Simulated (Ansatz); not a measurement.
# Work function of Rh(111): what the settings cost and change, part 2 of 2

Aim: the work function of Rh(111) against thickness and vacuum, with the cost.

Ansatz 0.2.0; plane-wave DFT, PBE, Ansatz PAW.

So far, work function, upper face (eV): step 2 (slab, setting 1 layer) 5.92; step 4 (run, 3 atoms) 5.10; step 5 (slab, 4 atoms) 5.18; step 6 (slab, 5 atoms) 5.17; step 7 (slab, 6 atoms) 5.16.

## 8. Run, 8 atoms

System of this step: Rh(111). The cell holds 8 atoms: 8 Rh. Cell: a = 2.687 Å, b = 2.687 Å, c = 33.358 Å, α = 90.0°, β = 90.0°, γ = 60.0°. Vacuum lies along c.

File input.yaml:

```yaml
crystal:
  lattice:
    - [2.6870057685, 0.0, 0.0]
    - [1.3435028843, 2.3270152556, 0.0]
    - [0.0, 0.0, 33.3575171604]
  atoms:
    - { symbol: Rh, position: [0.6666666667, 0.6666666667, 0.269804253] }
    - { symbol: Rh, position: [0.0, 0.0, 0.3355744664] }
    - { symbol: Rh, position: [0.3333333333, 0.3333333333, 0.4013446799] }
    - { symbol: Rh, position: [0.6666666667, 0.6666666667, 0.4671148933] }
    - { symbol: Rh, position: [0.0, 0.0, 0.5328851067] }
    - { symbol: Rh, position: [0.3333333333, 0.3333333333, 0.5986553201] }
    - { symbol: Rh, position: [0.6666666667, 0.6666666667, 0.6644255336] }
    - { symbol: Rh, position: [0.0, 0.0, 0.730195747] }
kpoints:
  mp_grid: { grid: [17, 17, 1] }
hamiltonian:
  xc: pbe
scf:
  occupations: { method: fermi_dirac, width: 0.1 }
  convergence: { dr2_threshold: 1.0e-09 }
efield:
  axis: 3
  dipole_correction: true
  ramp_position: 0.97
  ramp_width: 0.06
output:
  write_potential: true
  write_density: true
  volumetric_format: npy
```

The run is started by

```sh
$ ansatz run input.yaml --threads 2 --pin off --max-ram 3072MiB --backend cpu --events-out ev --progress --plain --runs-dir out
```

Numbers of over 12 decimals in the logs are rounded to 6 here.

The log of the run:

```text
[...]
Crystal: 8 atoms, lattice volume = 208.575 Å³
Basis set: ecut = 420 eV, 4113 PW (Γ)
Bands: 82, of which v1, the nominal top of the filled ones, is band 68 counted from 1 (67 counted from 0)
Symmetry: 6 space group operations
k-points: 33 of 289 (time reversal used)
[...]
k-point 0: bands = [... 64 lower, 8.3402, 8.3402, 8.4095, 8.4095, 8.6304, 8.6304, 8.9329, 8.9980, ... 10 higher]
  k-point 1: bands = [... 64 lower, 8.2902, 8.3296, 8.3655, 8.4712, 8.4842, 8.6530, 8.7601, 9.0058, ... 10 higher]
  k-point 2: bands = [... 64 lower, 7.9194, 8.1595, 8.2213, 8.3479, 8.4485, 8.4937, 8.7002, 8.7191, ... 10 higher]
  k-point 32: bands = [... 64 lower, 9.2527, 9.2897, 9.4476, 9.5488, 9.6416, 9.6711, 9.8058, 9.8169, ... 10 higher]
[key lines of the parts left out:]
SCF converged after 10 iterations
Free energy (F): -51221.672889 eV
Fermi energy:    9.369645 eV
Dipole field:    D = 0.000001 V/Å  (p = 0.000001 e·Å, saw-weighted, corrected)
Work function:   Φ+ = 5.1708 eV   Φ− = 5.1709 eV
```

Wall time 96 s (2 threads of Arm Neoverse N1, shared host); peak memory 0.83 GiB; 2.8 min of CPU time.

The work function is 5.171 eV, +0.012 eV from the run “6 layers”, at 1.6 times its CPU time.

## 9. Slab, 10 atoms

System of this step: Rh(111). The cell holds 10 atoms: 10 Rh. Cell: a = 2.687 Å, b = 2.687 Å, c = 37.745 Å, α = 90.0°, β = 90.0°, γ = 60.0°. Vacuum lies along c.

input.yaml, the sections that differ from step 8:

```yaml
crystal:
  lattice:
    - [2.6870057685, 0.0, 0.0]
    - [1.3435028843, 2.3270152556, 0.0]
    - [0.0, 0.0, 37.7453792063]
  atoms:
    - { symbol: Rh, position: [0.0, 0.0, 0.2384397823] }
    - { symbol: Rh, position: [0.3333333333, 0.3333333333, 0.2965642751] }
    - { symbol: Rh, position: [0.6666666667, 0.6666666667, 0.3546887679] }
    - { symbol: Rh, position: [0.0, 0.0, 0.4128132608] }
    - { symbol: Rh, position: [0.3333333333, 0.3333333333, 0.4709377536] }
    - { symbol: Rh, position: [0.6666666667, 0.6666666667, 0.5290622464] }
    - { symbol: Rh, position: [0.0, 0.0, 0.5871867392] }
    - { symbol: Rh, position: [0.3333333333, 0.3333333333, 0.6453112321] }
    - { symbol: Rh, position: [0.6666666667, 0.6666666667, 0.7034357249] }
    - { symbol: Rh, position: [0.0, 0.0, 0.7615602177] }
# kpoints, hamiltonian, scf, efield, output: as in step 8
```

The log of the run:

```text
[...]
Crystal: 10 atoms, lattice volume = 236.011 Å³
Basis set: ecut = 420 eV, 4693 PW (Γ)
Bands: 102, of which v1, the nominal top of the filled ones, is band 85 counted from 1 (84 counted from 0)
Symmetry: 6 space group operations
k-points: 33 of 289 (time reversal used)
[...]
k-point 1: bands = [... 81 lower, 9.7720, 9.9033, 9.9246, 10.0069, 10.0240, 10.0669, 10.1646, 10.2975, ... 13 higher]
  k-point 2: bands = [... 81 lower, 9.5958, 9.6241, 9.7792, 9.8686, 9.9021, 10.0300, 10.0606, 10.2199, ... 13 higher]
  k-point 32: bands = [... 81 lower, 10.8345, 10.8786, 11.0225, 11.0785, 11.1677, 11.2032, 11.2437, 11.3435, ... 13 higher]
[key lines of the parts left out:]
SCF converged after 10 iterations
Free energy (F): -64027.482888 eV
Fermi energy:    10.893319 eV
Dipole field:    D = 0.000000 V/Å  (p = 0.000000 e·Å, saw-weighted, corrected)
Work function:   Φ+ = 5.1671 eV   Φ− = 5.1671 eV
```

It took 2.5 min on 2 threads; peak memory 1.1 GiB.

The work function is 5.167 eV, -0.004 eV from the run “8 layers”, at 1.5 times its CPU time.

## 10. Run, 13 atoms

System of this step: Rh(111). The cell holds 13 atoms: 13 Rh. Its edges and angles: a = 2.687 Å, b = 2.687 Å, c = 44.327 Å, α = 90.0°, β = 90.0°, γ = 60.0°. Vacuum lies along c.

input.yaml, the sections that differ from step 9:

```yaml
crystal:
  lattice:
    - [2.6870057685, 0.0, 0.0]
    - [1.3435028843, 2.3270152556, 0.0]
    - [0.0, 0.0, 44.327172275]
  atoms:
    - { symbol: Rh, position: [0.0, 0.0, 0.2030357349] }
    - { symbol: Rh, position: [0.3333333333, 0.3333333333, 0.2525297791] }
    - { symbol: Rh, position: [0.6666666667, 0.6666666667, 0.3020238233] }
    - { symbol: Rh, position: [0.0, 0.0, 0.3515178675] }
    - { symbol: Rh, position: [0.3333333333, 0.3333333333, 0.4010119116] }
    - { symbol: Rh, position: [0.6666666667, 0.6666666667, 0.4505059558] }
    - { symbol: Rh, position: [0.0, 0.0, 0.5] }
    - { symbol: Rh, position: [0.3333333333, 0.3333333333, 0.5494940442] }
    - { symbol: Rh, position: [0.6666666667, 0.6666666667, 0.5989880884] }
    - { symbol: Rh, position: [0.0, 0.0, 0.6484821325] }
    - { symbol: Rh, position: [0.3333333333, 0.3333333333, 0.6979761767] }
    - { symbol: Rh, position: [0.6666666667, 0.6666666667, 0.7474702209] }
    - { symbol: Rh, position: [0.0, 0.0, 0.7969642651] }
# kpoints, hamiltonian, scf, efield, output: as in step 9
```

The log of the run:

```text
[...]
Crystal: 13 atoms, lattice volume = 277.165 Å³
Basis set: ecut = 420 eV, 5507 PW (Γ)
Bands: 133, of which v1, the nominal top of the filled ones, is band 111 counted from 1 (110 counted from 0)
Symmetry: 6 space group operations
k-points: 33 of 289 (time reversal used)
[...]
k-point 1: bands = [... 107 lower, 11.5498, 11.6279, 11.6524, 11.7061, 11.7093, 11.7953, 11.8626, 11.9696, ... 18 higher]
  k-point 2: bands = [... 107 lower, 11.3865, 11.4241, 11.5267, 11.6092, 11.6275, 11.7337, 11.7566, 11.8704, ... 18 higher]
  k-point 32: bands = [... 107 lower, 12.6690, 12.7095, 12.8280, 12.8366, 12.8702, 12.9558, 12.9719, 13.0034, ... 18 higher]
[key lines of the parts left out:]
SCF converged after 11 iterations
Free energy (F): -83236.195043 eV
Fermi energy:    12.610220 eV
Dipole field:    D = 0.000001 V/Å  (p = 0.000001 e·Å, saw-weighted, corrected)
Work function:   Φ+ = 5.1649 eV   Φ− = 5.1650 eV
```

It took 4.3 min on 2 threads; peak memory 1.5 GiB.

The work function is 5.165 eV, -0.002 eV from the run “10 layers”, at 1.8 times its CPU time.

## 11. Run, 7 atoms

System of this step: Rh(111). The cell holds 7 atoms: 7 Rh. Cell: a = 2.687 Å, b = 2.687 Å, c = 23.164 Å, α = 90.0°, β = 90.0°, γ = 60.0°. Vacuum lies along c.

input.yaml, the sections that differ from step 10:

```yaml
crystal:
  lattice:
    - [2.6870057685, 0.0, 0.0]
    - [1.3435028843, 2.3270152556, 0.0]
    - [0.0, 0.0, 23.1635861375]
  atoms:
    - { symbol: Rh, position: [0.0, 0.0, 0.215856041] }
    - { symbol: Rh, position: [0.3333333333, 0.3333333333, 0.310570694] }
    - { symbol: Rh, position: [0.6666666667, 0.6666666667, 0.405285347] }
    - { symbol: Rh, position: [0.0, 0.0, 0.5] }
    - { symbol: Rh, position: [0.3333333333, 0.3333333333, 0.594714653] }
    - { symbol: Rh, position: [0.6666666667, 0.6666666667, 0.689429306] }
    - { symbol: Rh, position: [0.0, 0.0, 0.784143959] }
# kpoints, hamiltonian, scf, efield, output: as in step 10
```

The log of the run:

```text
[...]
Crystal: 7 atoms, lattice volume = 144.835 Å³
Basis set: ecut = 420 eV, 2879 PW (Γ)
Bands: 72, of which v1, the nominal top of the filled ones, is band 60 counted from 1 (59 counted from 0)
Symmetry: 6 space group operations
k-points: 33 of 289 (time reversal used)
[...]
k-point 1: bands = [... 56 lower, 11.9933, 12.1485, 12.1634, 12.3176, 12.3620, 12.6257, 12.7173, 12.8928, ... 8 higher]
  k-point 2: bands = [... 56 lower, 11.7428, 12.0027, 12.0865, 12.1353, 12.3187, 12.3640, 12.6490, 12.7190, ... 8 higher]
  k-point 32: bands = [... 56 lower, 13.0077, 13.1590, 13.2148, 13.3777, 13.4552, 13.5495, 13.5956, 19.4267, ... 8 higher]
[key lines of the parts left out:]
SCF converged after 10 iterations
Free energy (F): -44818.768792 eV
Fermi energy:    13.155878 eV
Dipole field:    D = -0.000000 V/Å  (p = -0.000000 e·Å, saw-weighted, corrected)
Work function:   Φ+ = 5.1612 eV (in doubt: plateau slope 3.0e-2 eV/Å)   Φ− = 5.1627 eV (in doubt: plateau slope 2.1e-2 eV/Å)
```

Run time: 58 s. Hardware: 2 threads; peak memory 0.6 GiB; 1.7 min of CPU time.

The work function is 5.161 eV. The program marks this work function as in doubt.

## 12. Slab, 7 atoms

The cell differs from the one that the last finished run ended in (c 23.164 → 27.164 Å).

input.yaml, the sections that differ from step 11:

```yaml
crystal:
  lattice:
    - [2.6870057685, 0.0, 0.0]
    - [1.3435028843, 2.3270152556, 0.0]
    - [0.0, 0.0, 27.1635861375]
  atoms:
    - { symbol: Rh, position: [0.0, 0.0, 0.257697933] }
    - { symbol: Rh, position: [0.3333333333, 0.3333333333, 0.3384652887] }
    - { symbol: Rh, position: [0.6666666667, 0.6666666667, 0.4192326443] }
    - { symbol: Rh, position: [0.0, 0.0, 0.5] }
    - { symbol: Rh, position: [0.3333333333, 0.3333333333, 0.5807673557] }
    - { symbol: Rh, position: [0.6666666667, 0.6666666667, 0.6615347113] }
    - { symbol: Rh, position: [0.0, 0.0, 0.742302067] }
# kpoints, hamiltonian, scf, efield, output: as in step 11
```

The log of the run:

```text
[...]
Crystal: 7 atoms, lattice volume = 169.846 Å³
Basis set: ecut = 420 eV, 3349 PW (Γ)
Bands: 72, of which v1, the nominal top of the filled ones, is band 60 counted from 1 (59 counted from 0)
Symmetry: 6 space group operations
k-points: 33 of 289 (time reversal used)
[...]
k-point 1: bands = [... 56 lower, 9.2952, 9.4507, 9.4655, 9.6197, 9.6642, 9.9278, 10.0196, 10.1953, ... 8 higher]
  k-point 2: bands = [... 56 lower, 9.0450, 9.3049, 9.3886, 9.4376, 9.6204, 9.6662, 9.9511, 10.0213, ... 8 higher]
  k-point 32: bands = [... 56 lower, 10.3098, 10.4612, 10.5169, 10.6798, 10.7573, 10.8516, 10.8977, 16.7288, ... 8 higher]
[key lines of the parts left out:]
SCF converged after 10 iterations
Free energy (F): -44818.768798 eV
Fermi energy:    10.458013 eV
Dipole field:    D = 0.000000 V/Å  (p = 0.000000 e·Å, saw-weighted, corrected)
Work function:   Φ+ = 5.1655 eV   Φ− = 5.1656 eV
```

Wall time 71 s (2 threads); peak memory 0.66 GiB; 2 min of CPU time.

The work function is 5.166 eV, +0.004 eV from the run “7 layers, 10 Å of vacuum”, at 1.2 times its CPU time.

## 13. Run, 7 atoms (run 2)

The cell differs from the one that the last finished run ended in (c 27.164 → 39.164 Å).

input.yaml, the sections that differ from step 12:

```yaml
crystal:
  lattice:
    - [2.6870057685, 0.0, 0.0]
    - [1.3435028843, 2.3270152556, 0.0]
    - [0.0, 0.0, 39.1635861375]
  atoms:
    - { symbol: Rh, position: [0.0, 0.0, 0.3319410014] }
    - { symbol: Rh, position: [0.3333333333, 0.3333333333, 0.3879606676] }
    - { symbol: Rh, position: [0.6666666667, 0.6666666667, 0.4439803338] }
    - { symbol: Rh, position: [0.0, 0.0, 0.5] }
    - { symbol: Rh, position: [0.3333333333, 0.3333333333, 0.5560196662] }
    - { symbol: Rh, position: [0.6666666667, 0.6666666667, 0.6120393324] }
    - { symbol: Rh, position: [0.0, 0.0, 0.6680589986] }
# kpoints, hamiltonian, scf, efield, output: as in step 12
```

The log of the run:

```text
[...]
Crystal: 7 atoms, lattice volume = 244.878 Å³
Basis set: ecut = 420 eV, 4853 PW (Γ)
Bands: 72, of which v1, the nominal top of the filled ones, is band 60 counted from 1 (59 counted from 0)
Symmetry: 6 space group operations
k-points: 33 of 289 (time reversal used)
[...]
k-point 0: bands = [... 56 lower, 4.6376, 4.6376, 4.7945, 4.7945, 4.9773, 5.1299, 5.1299, 5.5987, ... 8 higher]
  k-point 1: bands = [... 56 lower, 4.5080, 4.6634, 4.6783, 4.8325, 4.8770, 5.1406, 5.2324, 5.4081, ... 8 higher]
  k-point 2: bands = [... 56 lower, 4.2577, 4.5177, 4.6014, 4.6504, 4.8332, 4.8790, 5.1639, 5.2341, ... 8 higher]
  k-point 32: bands = [... 56 lower, 5.5226, 5.6739, 5.7297, 5.8926, 5.9701, 6.0644, 6.1105, 11.9416, ... 8 higher]
[key lines of the parts left out:]
SCF converged after 10 iterations
Free energy (F): -44818.768805 eV
Fermi energy:    5.670801 eV
Dipole field:    D = 0.000002 V/Å  (p = 0.000003 e·Å, saw-weighted, corrected)
Work function:   Φ+ = 5.1656 eV   Φ− = 5.1657 eV
```

Run time: 89 s. Hardware: 2 threads; peak memory 0.85 GiB; 2.6 min of CPU time.

The work function is 5.166 eV, +0.000 eV from the run “7 layers, 14 Å of vacuum”, at 1.3 times its CPU time.

## 14. Side by side

Times are for 2 threads of Arm Neoverse N1, shared host. The runs compared:

| no. | setting | work function, upper face (eV) | time | memory (GiB) |
| --- | --- | --- | --- | --- |
| 1 | 1 layer | 5.923 | 7.1 s | 0.36 |
| 2 | 2 layers | 5.191 | 13 s | 0.42 |
| 3 | 3 layers | 5.099 | 20 s | 0.41 |
| 4 | 4 layers | 5.180 | 33 s | 0.47 |
| 5 | 5 layers | 5.173 | 43 s | 0.53 |
| 6 | 6 layers | 5.159 | 61 s | 0.63 |
| 7 | 8 layers | 5.171 | 96 s | 0.83 |
| 8 | 10 layers | 5.167 | 2.5 min | 1.1 |
| 9 | 13 layers | 5.165 | 4.3 min | 1.5 |
| 10 | 7 layers, 10 Å of vacuum | 5.161 | 58 s | 0.6 |
| 11 | 7 layers, 14 Å of vacuum | 5.166 | 71 s | 0.66 |
| 12 | 7 layers, 26 Å of vacuum | 5.166 | 89 s | 0.85 |

## 15. A changed input

System of this step: Rh(111) monolayer. The cell holds 1 atom: 1 Rh. Cell: a = 2.687 Å, b = 2.687 Å, c = 18.000 Å, α = 90.0°, β = 90.0°, γ = 60.0°. Vacuum lies along c.

An input spoilt on purpose, to show how the run answers: it repeats the earlier run “1 layer” with efield.ramp_width from 0.06 to 0.9, and scf.max_iter set to 60; its output block differs too.

input.yaml, the sections that differ from step 13:

```yaml
crystal:
  lattice:
    - [2.6870057685, 0.0, 0.0]
    - [1.3435028843, 2.3270152556, 0.0]
    - [0.0, 0.0, 18.0]
  atoms:
    - { symbol: Rh, position: [0.6666666667, 0.6666666667, 0.5] }
scf:
  occupations: { method: fermi_dirac, width: 0.1 }
  convergence: { dr2_threshold: 1.0e-09 }
  max_iter: 60
efield:
  axis: 3
  dipole_correction: true
  ramp_position: 0.97
  ramp_width: 0.9
# kpoints, hamiltonian, output: as in step 13
```

The log of the run:

```text
Engine: ansatz 0.2.0, aarch64-unknown-linux-gnu
Pseudopotentials: kind: paw
Pseudopotential: Rh, paw, valence charge 17, recommended cutoff 420 eV (normal), Rh.paw.azcp
Functional definition: PBE
  parameter kappa = 0.804
  parameter beta = 0.066725
  exchange = pbe_x(kappa = kappa, mu = beta*pi^2/3)
  correlation = pbe_c(beta = beta)
Crystal: 1 atoms, lattice volume = 112.549 Å³
Basis set: ecut = 420 eV, 2251 PW (Γ)
Bands: 13, of which v1, the nominal top of the filled ones, is band 9 counted from 1 (8 counted from 0)
Symmetry: 12 space group operations
k-points: 33 of 289
Non-local potential: Rh, projectors of the file, l = 0: 3, l = 1: 2, l = 2: 2, l = 3: 1
PAW form: soft (Blöchl's): semilocal exchange-correlation on the pseudo side does not see the compensation charge
PAW one-centre angular grid: Rh, 590 points (default); XC on 64 Gauss nodes
Initial density: superposition of atomic densities (neutral atoms: chi_scale 0, normalization atom), corrected by the library's trained network
Initial wavefunctions: pseudopotential atomic-orbital guess
Functional: x = pbe(κ = 0.804, μ = 0.219515), c = pbe(β = 0.066725)
Error: efield: ion 0 (Rh) at fractional coordinate 0.5000 along the field axis lies inside the sawtooth ramp with 2 of the planes that the density is read on at each end, [0.9540, 0.8860] — the ramp must sit in vacuum (an ion there feels the fictitious reversed slope); set or move the ramp (efield.ramp_position / ramp_width) or move the geometry
```

The job ended after 0.38 s (2 threads; peak memory 0.21 GiB).

The program refused the input before any cycle.

The program's message: “Error: efield: ion 0 (Rh) at fractional coordinate 0.5000 along the field axis lies inside the sawtooth ramp with 2 of the planes that the density is read on at each end, [0.9540, 0.8860] — the ramp m …”

The fault put into the input: a ramp so wide that it reaches the atoms.

## 16. What came out

```
work function, 1 layer   : 5.923 eV
work function, 3 layers  : 5.099 eV
work function, 6 layers  : 5.159 eV
work function, 13 layers : 5.165 eV
```

In words: The thickest slab gives 5.16 eV, and the settings tried spread the value from 5.10 to 5.92 eV. At 18 Å of vacuum, the slabs from 4 layers on stay within 0.02 eV of the thickest. Going from 10 to 26 Å of vacuum moves it by 0.004 eV. The program marks the value as in doubt in “7 layers, 10 Å of vacuum”. The ladder's slabs use the tabulated experimental lattice constant (two decimals; a low-temperature value for the alkali metals). The main runs have no spin polarisation; a magnetic state could lie lower and would change these results. In 1 run of the series (7 layers, 10 Å of vacuum) the program warns that electrons reach the sawtooth's ramp, which makes dipole and work function less sure.

Comparison with the measured values:

```
                                               quantity  measured        13 layers
work function (clean (111) face, a compiled value) (eV)      5.46  5.16 (-0.30 eV)
```

Measured values from arxiv:1902.07811 (2019).

Verdict: The work function is off by -0.30 eV: fair agreement. The grades are ours: good and fair within 3 and 7 % for the work function. No cell relaxation is part of this session.

[Logs are printed without paths, hosts, clocks, repeated set-up lines and the standing remarks that a program may print on its own settings, such as how far it seeks lower states.]

[Hosts, paths, dates, database ids (printed as entryN), source tags and the programs' standing remarks are cut or masked in the printed files.]

[Maps of the electrostatic potential energy from Ansatz leave out the sawtooth potential of an applied field or a dipole correction, so their vacuum need not be flat; planar profiles and work functions include it.]
